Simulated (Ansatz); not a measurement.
# (BP)3(GaN)1 [001] superlattice, started as zinc blende: following an unstable mode

Aim: this structure of (BP)3(GaN)1 [001] superlattice, started as zinc blende is to be tested for unstable modes, and one is followed downhill.

Calculated with Ansatz 0.2.0; DFT LDA, scalar-relativistic, plane waves, PAW.

Report form: the programs' logs are mostly left out.

The structure was built from a prototype and need not be the compound's stable phase.

## 1. Set-up

It takes space group Pmm2 (No. 25, orthorhombic). The conventional cell has a = 3.132 Å, b = 3.195 Å, c = 9.106 Å, α = 90.00°, β = 90.00°, γ = 90.00°. Nearest to B lie 2 N at 1.76 Å and 2 P at 1.95 Å. Nearest to B lie 4 P at 1.93 to 1.95 Å. Nearest to B lie 4 P at 1.93 to 1.94 Å. Ga has 2 N at 1.94 Å and 2 P at 2.26 Å nearest. Nearest to N lie 2 B at 1.76 Å and 2 Ga at 1.94 Å. P has 4 B at 1.93 to 1.95 Å nearest. Farther neighbours and most contacts between anions are not listed.

Structure file:

```
B Ga N P
1.0
     2.25904    2.25904    0.00000
    -2.21451    2.21451    0.00000
     0.00000    0.00000    9.10626
B Ga N P
3 1 1 3
Direct
  0.00000 0.00000 0.99484
  0.50000 0.50000 0.24039
  0.00000 0.00000 0.48790
  0.50000 0.50000 0.78534
  0.00000 0.50000 0.90593
  0.50000 0.00000 0.11678
  0.00000 0.50000 0.36246
  0.50000 0.00000 0.60636
```

## 2. Zone-centre response

The cell comes from relaxations at this level that are not shown. The zone centre is the only wavevector solved here; it holds the modes that light can see, as far as symmetry allows. No field response is asked, since the mesh shows no gap.

The input, input.yaml:

```yaml
crystal:
  lattice:
    - [2.2590400244, 2.2590400244, 0.0]
    - [-2.2145071592, 2.2145071592, 0.0]
    - [0.0, 0.0, 9.1062624344]
  atoms:
    - { symbol: B, position: [0.0, 0.0, -0.0051625517] }
    - { symbol: B, position: [0.5, 0.5, 0.2403853969] }
    - { symbol: B, position: [0.0, 0.0, 0.4878969646] }
    - { symbol: Ga, position: [0.5, 0.5, 0.7853403341] }
    - { symbol: "N", position: [0.0, 0.5, 0.9059349428] }
    - { symbol: P, position: [0.5, 0.0, 0.1167798499] }
    - { symbol: P, position: [0.0, 0.5, 0.3624645512] }
    - { symbol: P, position: [0.5, 0.0, 0.6063605122] }
kpoints:
  mp_grid: { grid: [12, 12, 4] }
hamiltonian:
  xc: lda
scf:
  occupations: { method: methfessel_paxton, width: 0.2 }
output:
  eigenvalues: true
phonons:
  method: dfpt
```

Launch:

```bash
ansatz run input.yaml --threads 8 --pin off --max-ram 14336MiB --backend cpu --events-out ev --progress --plain --runs-dir out
```

The job ended after 2.1 min (8 threads of Intel Xeon Platinum 8259CL at 2.50GHz (Skylake/Cascade Lake), shared host; peak memory 2.4 GiB).

Numbers from this step:

| Property | Result |
| --- | --- |
| volume per atom | 11.39 Å³ |
| gap on the k-mesh | 0 eV |
| sum-rule residual before enforcement | 7.30e-5 eV/Å² |
| point group | mm2 |
| highest optical mode at the zone centre (no LO-TO term) | 831.2 cm⁻¹ |
| lowest optical zone-centre mode | -207.0 cm⁻¹ |

Patterns of degenerate modes are one choice out of their space. Modes at Γ, with each element's share of the kinetic energy (negative means imaginary):

| mode | frequency (cm⁻¹) | symmetry | B % | Ga % | N % | P % |
| --- | --- | --- | --- | --- | --- | --- |
| 1 | -207.0 | B1 | 63 | 1 | 36 | 0 |
| 2 | 0.0 | acoustic | 16 | 33 | 7 | 44 |
| 3 | 0.0 | acoustic | 16 | 33 | 7 | 44 |
| 4 | 0.0 | acoustic | 16 | 33 | 7 | 44 |
| 5 | 133.7 | B1 | 11 | 40 | 7 | 42 |
| 6 | 158.9 | B2 | 12 | 48 | 4 | 36 |
| 7 | 229.4 | B2 | 20 | 7 | 0 | 73 |
| 8 | 238.5 | B1 | 22 | 1 | 15 | 61 |
| 9 | 261.4 | A1 | 10 | 54 | 0 | 36 |
| 10 | 288.2 | B2 | 20 | 3 | 0 | 77 |
| 11 | 345.7 | B1 | 27 | 6 | 19 | 48 |
| 12 | 352.5 | A1 | 20 | 0 | 7 | 73 |
| 13 | 370.2 | B1 | 11 | 20 | 15 | 54 |
| 14 | 489.0 | A1 | 5 | 9 | 6 | 80 |
| 15 | 591.0 | A1 | 10 | 3 | 58 | 29 |
| 16 | 597.7 | B2 | 5 | 9 | 79 | 7 |
| 17 | 733.6 | B1 | 76 | 0 | 0 | 24 |
| 18 | 741.6 | B2 | 78 | 0 | 1 | 21 |
| 19 | 789.7 | A1 | 85 | 0 | 1 | 14 |
| 20 | 792.8 | B2 | 76 | 0 | 2 | 21 |
| 21 | 797.8 | B1 | 75 | 0 | 0 | 25 |
| 22 | 807.2 | A1 | 75 | 0 | 20 | 5 |
| 23 | 820.5 | A1 | 81 | 0 | 1 | 18 |
| 24 | 831.2 | B2 | 73 | 0 | 7 | 19 |

Displacements in mode 1 (-207.0 cm⁻¹), the largest set to 1:
```
B1  -1.00  1.00  0.00
B2  -0.06  0.06  0.00
B3   0.04 -0.04  0.00
Ga4  0.04 -0.04  0.00
N5   0.67 -0.67  0.00
P6  -0.05  0.05  0.00
P7   0.00  0.00  0.00
P8   0.01 -0.01  0.00
```

Displacements in mode 10 (288.2 cm⁻¹), the largest set to 1:
```
B1  -0.70 -0.70  0.00
B2   0.83  0.83  0.00
B3  -0.37 -0.37  0.00
Ga4  0.16  0.16  0.00
N5  -0.07 -0.07  0.00
P6  -0.69 -0.69  0.00
P7   1.00  1.00  0.00
P8  -0.56 -0.56  0.00
```

Before it was imposed, the acoustic sum rule was missed by 7.3e-5 eV/Å². Small misses are needed for a sound result but don't prove that mesh and cutoff are converged. The lowest optical mode is imaginary, 207.0i cm⁻¹, so the energy falls along it.

## 3. The mode frozen in, largest atomic shift 0 Å

The mode followed lies at Γ with frequency 207.0i cm⁻¹, the softest among the wavevectors solved. At small amplitude the distorted cell has space group no. 6 by a symmetry search on the positions. The undistorted cell that holds it gives the zero of energy on the same k mesh.

Changes to input.yaml since step 2:

```diff
@@ -6,3 +6,3 @@
   atoms:
-    - { symbol: B, position: [0.0, 0.0, -0.0051625517] }
+    - { symbol: B, position: [0.0, 0.0, 0.9948374483] }
     - { symbol: B, position: [0.5, 0.5, 0.2403853969] }
@@ -21,4 +21,4 @@
 output:
+  forces: true
+  stress: true
   eigenvalues: true
-phonons:
-  method: dfpt
```

The job ended after 5.9 s (8 threads; peak memory 0.68 GiB; 42 s of CPU time).

Numbers from this step:

| Quantity | Value |
| --- | --- |
| pressure | 9.19e-4 GPa |
| energy from the undistorted cell | 0 meV/atom |

The run ends at a pressure of 0.00 GPa, with forces up to 4.3e-4 eV/Å.

## 4. The mode frozen in, largest atomic shift 0.14 Å

The atoms are moved along the unstable eigenvector, the largest shift by 0.14 Å, with the cell fixed.

input.yaml, the sections that differ from step 3:

```yaml
crystal:
  lattice:
    - [2.2590400244, 2.2590400244, 0.0]
    - [-2.2145071592, 2.2145071592, 0.0]
    - [0.0, 0.0, 9.1062624344]
  atoms:
    - { symbol: B, position: [0.0, 0.0447029259, 0.9948374483] }
    - { symbol: B, position: [0.5, 0.5027688652, 0.2403853969] }
    - { symbol: B, position: [0.0, -0.0016422309, 0.4878969646] }
    - { symbol: Ga, position: [0.5, 0.4982578206, 0.7853403341] }
    - { symbol: "N", position: [0.0, 0.4699956566, 0.9059349428] }
    - { symbol: P, position: [0.5, 0.0021620843, 0.1167798499] }
    - { symbol: P, position: [0.0, 0.4999359549, 0.3624645512] }
    - { symbol: P, position: [0.5, -0.0006024745, 0.6063605122] }
# kpoints, hamiltonian, scf, output: as in step 3
```

It took 7.4 s on 8 threads; peak memory 0.75 GiB.

This step gave:

- pressure: 1.385 GPa
- energy from the undistorted cell: -1.624 meV/atom

The energy, extrapolated to zero smearing, is -1.62 meV/atom against the undistorted cell.

The run ends at a pressure of 1.39 GPa, with forces up to 0.45 eV/Å.

## 5. Energy along the mode, all amplitudes (two of the runs are shown above)

An imaginary frequency means negative curvature, so the energy should fall and then rise again as anharmonic terms take over.

This step gave:

```yaml
depth_at_the_lowest_point_sampled: 1.624 meV/atom
largest_atomic_shift_at_that_point: 0.14 Å
```

The energy from the parent by largest atomic shift:

| largest atomic shift (Å) | energy from the parent (meV/atom) |
| --- | --- |
| 0.000 | 0 |
| 0.040 | -0.264 |
| 0.080 | -0.918 |
| 0.140 | -1.62 |
| 0.220 | 3.06 |
| 0.320 | 41.2 |

Displacement at unit largest shift by atom:

| atom | x (Å) | y (Å) | z (Å) | size |
| --- | --- | --- | --- | --- |
| B1 | -0.707 | 0.707 | 0.000 | 1.000 |
| B2 | -0.044 | 0.044 | 0.000 | 0.062 |
| B3 | 0.026 | -0.026 | 0.000 | 0.037 |
| Ga4 | 0.028 | -0.028 | 0.000 | 0.040 |
| N5 | 0.475 | -0.475 | 0.000 | 0.672 |
| P6 | -0.034 | 0.034 | 0.000 | 0.048 |
| P7 | 0.001 | -0.001 | 0.000 | 0.001 |
| P8 | 0.010 | -0.010 | 0.000 | 0.014 |

The lowest of the steps tried is at 0.14 Å, 1.62 meV/atom below the parent; the bottom of the well need not coincide with a step.

## 6. Relaxation from the frozen mode

Starting from the lowest point found, all atoms and the cell are let go, so that strain and other modes of the same symmetry can join in.

Changes to input.yaml since step 4:

```diff
@@ -24 +24,6 @@
   eigenvalues: true
+relax:
+  adjacent_minimum: "off"
+  f_tol: 0.002
+  max_steps: 120
+  cell: { stress_tol: 0.03 }
```

Wall time 4.1 min (8 threads); peak memory 0.91 GiB.

Relaxation path (22 of 30):

| step | energy less that of the first step (eV) | largest force component (eV/Å) | pressure (GPa) | volume (Å³) |
| --- | --- | --- | --- | --- |
| 1 | 0.0000 | 0.4528 | 1.39 | 91.11 |
| 2 | -0.0286 | 0.2885 | 0.48 | 91.89 |
| 4 | -0.0950 | 0.6904 | -0.86 | 93.96 |
| 5 | -0.2077 | 0.6935 | -0.23 | 96.94 |
| 7 | -0.3394 | 0.6230 | -0.27 | 98.13 |
| 8 | -0.3579 | 0.1237 | 0.21 | 97.95 |
| 9 | -0.3732 | 0.2900 | -0.14 | 99.30 |
| 11 | -0.3830 | 0.0174 | -0.04 | 99.96 |
| 12 | -0.3825 | 0.0920 | -0.08 | 100.05 |
| 13 | -0.3831 | 0.0056 | 0.00 | 99.98 |
| 15 | -0.3830 | 0.0052 | -0.01 | 100.02 |
| 16 | -0.3831 | 0.0166 | 0.03 | 100.01 |
| 18* | -0.4260 | 0.0051 | 0.47 | 100.02 |
| 19 | -0.4318 | 0.0150 | 0.07 | 100.67 |
| 20 | -0.4167 | 0.9722 | -1.14 | 101.19 |
| 22 | -0.4333 | 0.1042 | -0.12 | 100.91 |
| 23 | -0.4335 | 0.0010 | 0.00 | 100.86 |
| 24* | -0.4360 | 0.0011 | 0.01 | 100.86 |
| 26 | -0.4360 | 0.0139 | -0.02 | 100.88 |
| 27 | -0.4361 | 0.0052 | 0.00 | 100.88 |
| 29 | -0.4361 | 0.0002 | 0.00 | 100.88 |
| 30* | -0.4361 | 0.0002 | 0.00 | 100.88 |

Relaxation steps marked * repeat the geometry before them on a plane-wave basis chosen anew for their cell, so energy and pressure can jump there. Other such steps can lie between the rows shown. Relaxation steps 12, 16, 20, 26 were tried and not accepted.

The run keeps the 2 symmetry operations that it works with, so distortions that break them were not tested.

| cell as run | before | after | change |
| --- | --- | --- | --- |
| a (Å) | 3.195 | 3.187 | -0.2 % |
| b (Å) | 3.132 | 3.352 | +7.0 % |
| c (Å) | 9.106 | 9.589 | +5.3 % |
| α (°) | 90.00 | 79.97 | -11.1 % |
| volume (Å³/atom) | 11.39 | 12.61 | +10.7 % |

The atoms that moved most (Å, as changes of fractional coordinates times the final cell):

| atom | dx | dy | dz | length |
| --- | --- | --- | --- | --- |
| N5 | 0.458 | -0.458 | -0.362 | 0.742 |
| B1 | -0.407 | 0.407 | 0.270 | 0.636 |
| Ga4 | 0.389 | -0.389 | -0.238 | 0.599 |
| P6 | -0.366 | 0.366 | 0.210 | 0.559 |
| B2 | -0.224 | 0.224 | 0.129 | 0.342 |
| P8 | 0.190 | -0.190 | -0.061 | 0.276 |
| P7 | -0.089 | 0.089 | 0.079 | 0.148 |
| B3 | 0.050 | -0.050 | -0.027 | 0.075 |

Final coordinates:

```cif
data_structure
_symmetry_space_group_name_H-M 'P 1'
_symmetry_Int_Tables_number 1
_cell_length_a 3.1870
_cell_length_b 3.3524
_cell_length_c 9.5886
_cell_angle_alpha 79.975
_cell_angle_beta 90.000
_cell_angle_gamma 90.000
_cell_volume 100.88
loop_
_atom_site_label
_atom_site_type_symbol
_atom_site_fract_x
_atom_site_fract_y
_atom_site_fract_z
_atom_site_occupancy
B1 B 0.00000 0.21130 0.01805 1
B2 B 0.50000 0.59475 0.25108 1
B3 B 0.00000 0.97792 0.48568 1
Ga4 Ga 0.50000 0.33876 0.76523 1
N5 N 0.00000 0.28439 0.87366 1
P6 P 0.50000 0.15292 0.13422 1
P7 P 0.00000 0.53571 0.36965 1
P8 P 0.50000 0.91982 0.60242 1
```

This step gave:

| Quantity | Value |
| --- | --- |
| pressure | 3.71e-4 GPa |
| volume per atom | 12.61 Å³ |

The distorted start has space group Pm; the relaxation ends in Amm2.

## 7. The new phase in its own primitive cell

The relaxed structure is symmetrised, reduced to its primitive cell and relaxed tightly, as its phonons need.

The input, input.yaml:

```yaml
crystal:
  lattice:
    - [3.1869793502, 0.0, 0.0]
    - [0.0, 1.6761910797, 9.4422267317]
    - [0.0, -1.6761910797, 9.4422267317]
  atoms:
    - { symbol: B, position: [0.0, 0.7695957515, 0.7695957515] }
    - { symbol: B, position: [0.5, 0.1530795065, 0.1530795065] }
    - { symbol: B, position: [0.0, 0.5357841325, 0.5357841325] }
    - { symbol: Ga, position: [0.5, 0.8960056511, 0.8960056511] }
    - { symbol: "N", position: [0.0, 0.8417900881, 0.8417900881] }
    - { symbol: P, position: [0.5, 0.7115143821, 0.7115143821] }
    - { symbol: P, position: [0.0, 0.0937961046, 0.0937961046] }
    - { symbol: P, position: [0.5, 0.4774095888, 0.4774095888] }
kpoints:
  mp_grid: { grid: [12, 12, 12] }
hamiltonian:
  xc: lda
scf:
  occupations: { method: methfessel_paxton, width: 0.2 }
output:
  forces: true
  stress: true
  eigenvalues: true
relax:
  adjacent_minimum: "off"
  f_tol: 0.001
  max_steps: 60
  cell: { stress_tol: 0.01 }
```

It took 86 s on 8 threads; peak memory 1.1 GiB; 11 min of CPU time.

Little changed from the start: no atom moved by 0.005 Å and no cell edge by 0.1 %.

Numbers from this step:

* pressure: -4.22e-4 GPa

The largest force component left is 0.19 meV/Å and the pressure is 0.000 GPa, within the tolerances set. The cell now holds 12.61 Å³/atom.

## 8. Modes of the new phase, k-mesh 12×12×12

A relaxed structure may still be a saddle point, so its zone-centre modes are computed. No field response is asked, since the mesh shows no gap.

The input, input.yaml:

```yaml
crystal:
  lattice:
    - [3.1870310722, 0.0, 0.0]
    - [0.0, 1.676074171, 9.44246486]
    - [0.0, -1.676074171, 9.44246486]
  atoms:
    - { symbol: B, position: [0.0, 0.769594314, 0.769594314] }
    - { symbol: B, position: [0.5, 0.1530820473, 0.1530820473] }
    - { symbol: B, position: [0.0, 0.5357844345, 0.5357844345] }
    - { symbol: Ga, position: [0.5, 0.8959989844, 0.8959989844] }
    - { symbol: "N", position: [0.0, 0.8417890838, 0.8417890838] }
    - { symbol: P, position: [0.5, 0.7115154793, 0.7115154793] }
    - { symbol: P, position: [0.0, 0.0937974947, 0.0937974947] }
    - { symbol: P, position: [0.5, 0.477413367, 0.477413367] }
kpoints:
  mp_grid: { grid: [12, 12, 12] }
hamiltonian:
  xc: lda
scf:
  occupations: { method: methfessel_paxton, width: 0.2 }
output:
  eigenvalues: true
phonons:
  method: dfpt
```

Elapsed: 6.7 min, on 8 threads; peak memory 3.5 GiB; 48 min of CPU time.

Numbers from this step:

```yaml
sum_rule_residual_before_enforcement: 1.05e-4 eV/Å²
highest_optical_mode_at_the_zone_centre_no_lo_to_term: 1420 cm⁻¹
lowest_optical_zone_centre_mode: 96.5 cm⁻¹
```

Patterns of degenerate modes are one choice out of their space. The modes at Γ (shares of kinetic energy by element, %):

| mode | frequency (cm⁻¹) | symmetry | B % | Ga % | N % | P % |
| --- | --- | --- | --- | --- | --- | --- |
| 1 | 0.0 | acoustic | 16 | 33 | 7 | 44 |
| 2 | 0.0 | acoustic | 16 | 33 | 7 | 44 |
| 3 | 0.0 | acoustic | 16 | 33 | 7 | 44 |
| 4 | 96.5 | B2 | 13 | 39 | 0 | 47 |
| 5 | 154.2 | B1 | 11 | 51 | 6 | 33 |
| 6 | 216.2 | B1 | 22 | 3 | 0 | 75 |
| 7 | 226.4 | B2 | 25 | 1 | 2 | 72 |
| 8 | 247.0 | B2 | 8 | 2 | 78 | 12 |
| 9 | 276.7 | B1 | 22 | 1 | 0 | 77 |
| 10 | 289.7 | A1 | 10 | 53 | 0 | 37 |
| 11 | 347.4 | A1 | 16 | 0 | 7 | 77 |
| 12 | 382.4 | B2 | 1 | 24 | 1 | 74 |
| 13 | 473.4 | B2 | 84 | 0 | 12 | 3 |
| 14 | 473.6 | A1 | 5 | 9 | 3 | 83 |
| 15 | 631.1 | A1 | 28 | 4 | 42 | 26 |
| 16 | 635.7 | B2 | 79 | 0 | 0 | 21 |
| 17 | 645.3 | B1 | 6 | 11 | 78 | 5 |
| 18 | 681.1 | B2 | 73 | 0 | 1 | 26 |
| 19 | 731.5 | B1 | 76 | 0 | 2 | 22 |
| 20 | 756.5 | A1 | 87 | 0 | 0 | 13 |
| 21 | 766.6 | A1 | 80 | 0 | 0 | 20 |
| 22 | 776.1 | B1 | 75 | 0 | 3 | 22 |
| 23 | 838.8 | B1 | 72 | 0 | 6 | 22 |
| 24 | 1420.4 | A1 | 59 | 0 | 41 | 0 |

Displacements in mode 4 (96.5 cm⁻¹), the largest set to 1:
```
B1   0.00 -0.67  0.00
B2   0.00 -0.91  0.00
B3   0.00 -0.53  0.00
Ga4  0.00  0.84  0.00
N5   0.00  0.17  0.00
P6   0.00 -1.00  0.00
P7   0.00 -0.78  0.00
P8   0.00  0.54  0.00
```

Displacements in mode 6 (216.2 cm⁻¹), the largest set to 1:
```
B1   0.94  0.00  0.00
B2   0.18  0.00  0.00
B3  -0.65  0.00  0.00
Ga4 -0.17  0.00  0.00
N5  -0.02  0.00  0.00
P6   1.00  0.00  0.00
P7  -0.03  0.00  0.00
P8  -0.74  0.00  0.00
```

Before it was imposed, the acoustic sum rule was missed by 1.1e-4 eV/Å². Small misses are needed for a sound result but don't prove that mesh and cutoff are converged. The lowest optical mode is real, 96.5 cm⁻¹.

## 9. The phases reached

The phases reached along the modes that were followed are set side by side.

Energies are those of the first relaxation, on the mesh of the frozen mode; space group, volume and gap are those of the last relaxation. Phases, by row:

| mode frozen in | space group | energy from parent (meV/atom) | volume (Å³/atom) | gap on mesh (eV) | lowest zone-centre optical mode (cm⁻¹) | largest shift (Å) |
| --- | --- | --- | --- | --- | --- | --- |
| parent | Pmm2 | 0 | 11.39 | 0 | – | – |
| q = (0, 0, 0), 207i cm⁻¹ | Amm2 | -56.27 | 12.61 | 0 | 96.5 | 0.84 |

## 10. What came out

* unstable mode of the parent: q = (0, 0, 0), 207i cm⁻¹
* depth at the lowest point sampled: 1.62 meV/atom
* largest atomic shift at that point: 0.14 Å
* space group reached (within 0.01 Å): Amm2
* energy gained over the parent (first relaxation, on the mesh of the frozen mode): 56.3 meV/atom
* volume per atom, phase reached: 12.6 Å³
* lowest optical zone-centre mode, phase reached: 96.5 cm⁻¹
* highest optical mode at the zone centre (no LO-TO term), phase reached: 1420 cm⁻¹

What this shows: Along this mode the structure falls into Amm2, 56.3 meV/atom below the parent. At the parent's cell the well is 1.624 meV/atom deep on the steps tried, with its lowest point at a shift of 0.14 Å. Relaxing atoms and cell changes the gain by +54.65 meV/atom against the lowest step (energies at zero smearing). Most of the total comes from this relaxation. The new phase has no imaginary mode at the zone centre of its cell; other wavevectors were not checked. Each path keeps the symmetry of its pattern, so a lower phase may lie along a pattern not tried. With no gap, or one that is small against the smearing, the frequencies hang on the k mesh and the smearing, most of all near Kohn anomalies. A semilocal functional can close a gap that the real compound would have, so the metallic treatment may be an artefact of the level. The starting cell was built on a prototype and not taken from a measurement, so the phase need not exist.

[Logs are printed without paths, hosts, clocks, repeated set-up lines and the standing remarks that a program may print on its own settings, such as how far it seeks lower states.]

[Hosts, paths, dates, database ids (printed as entryN), source tags and the programs' standing remarks are cut or masked in the printed files.]
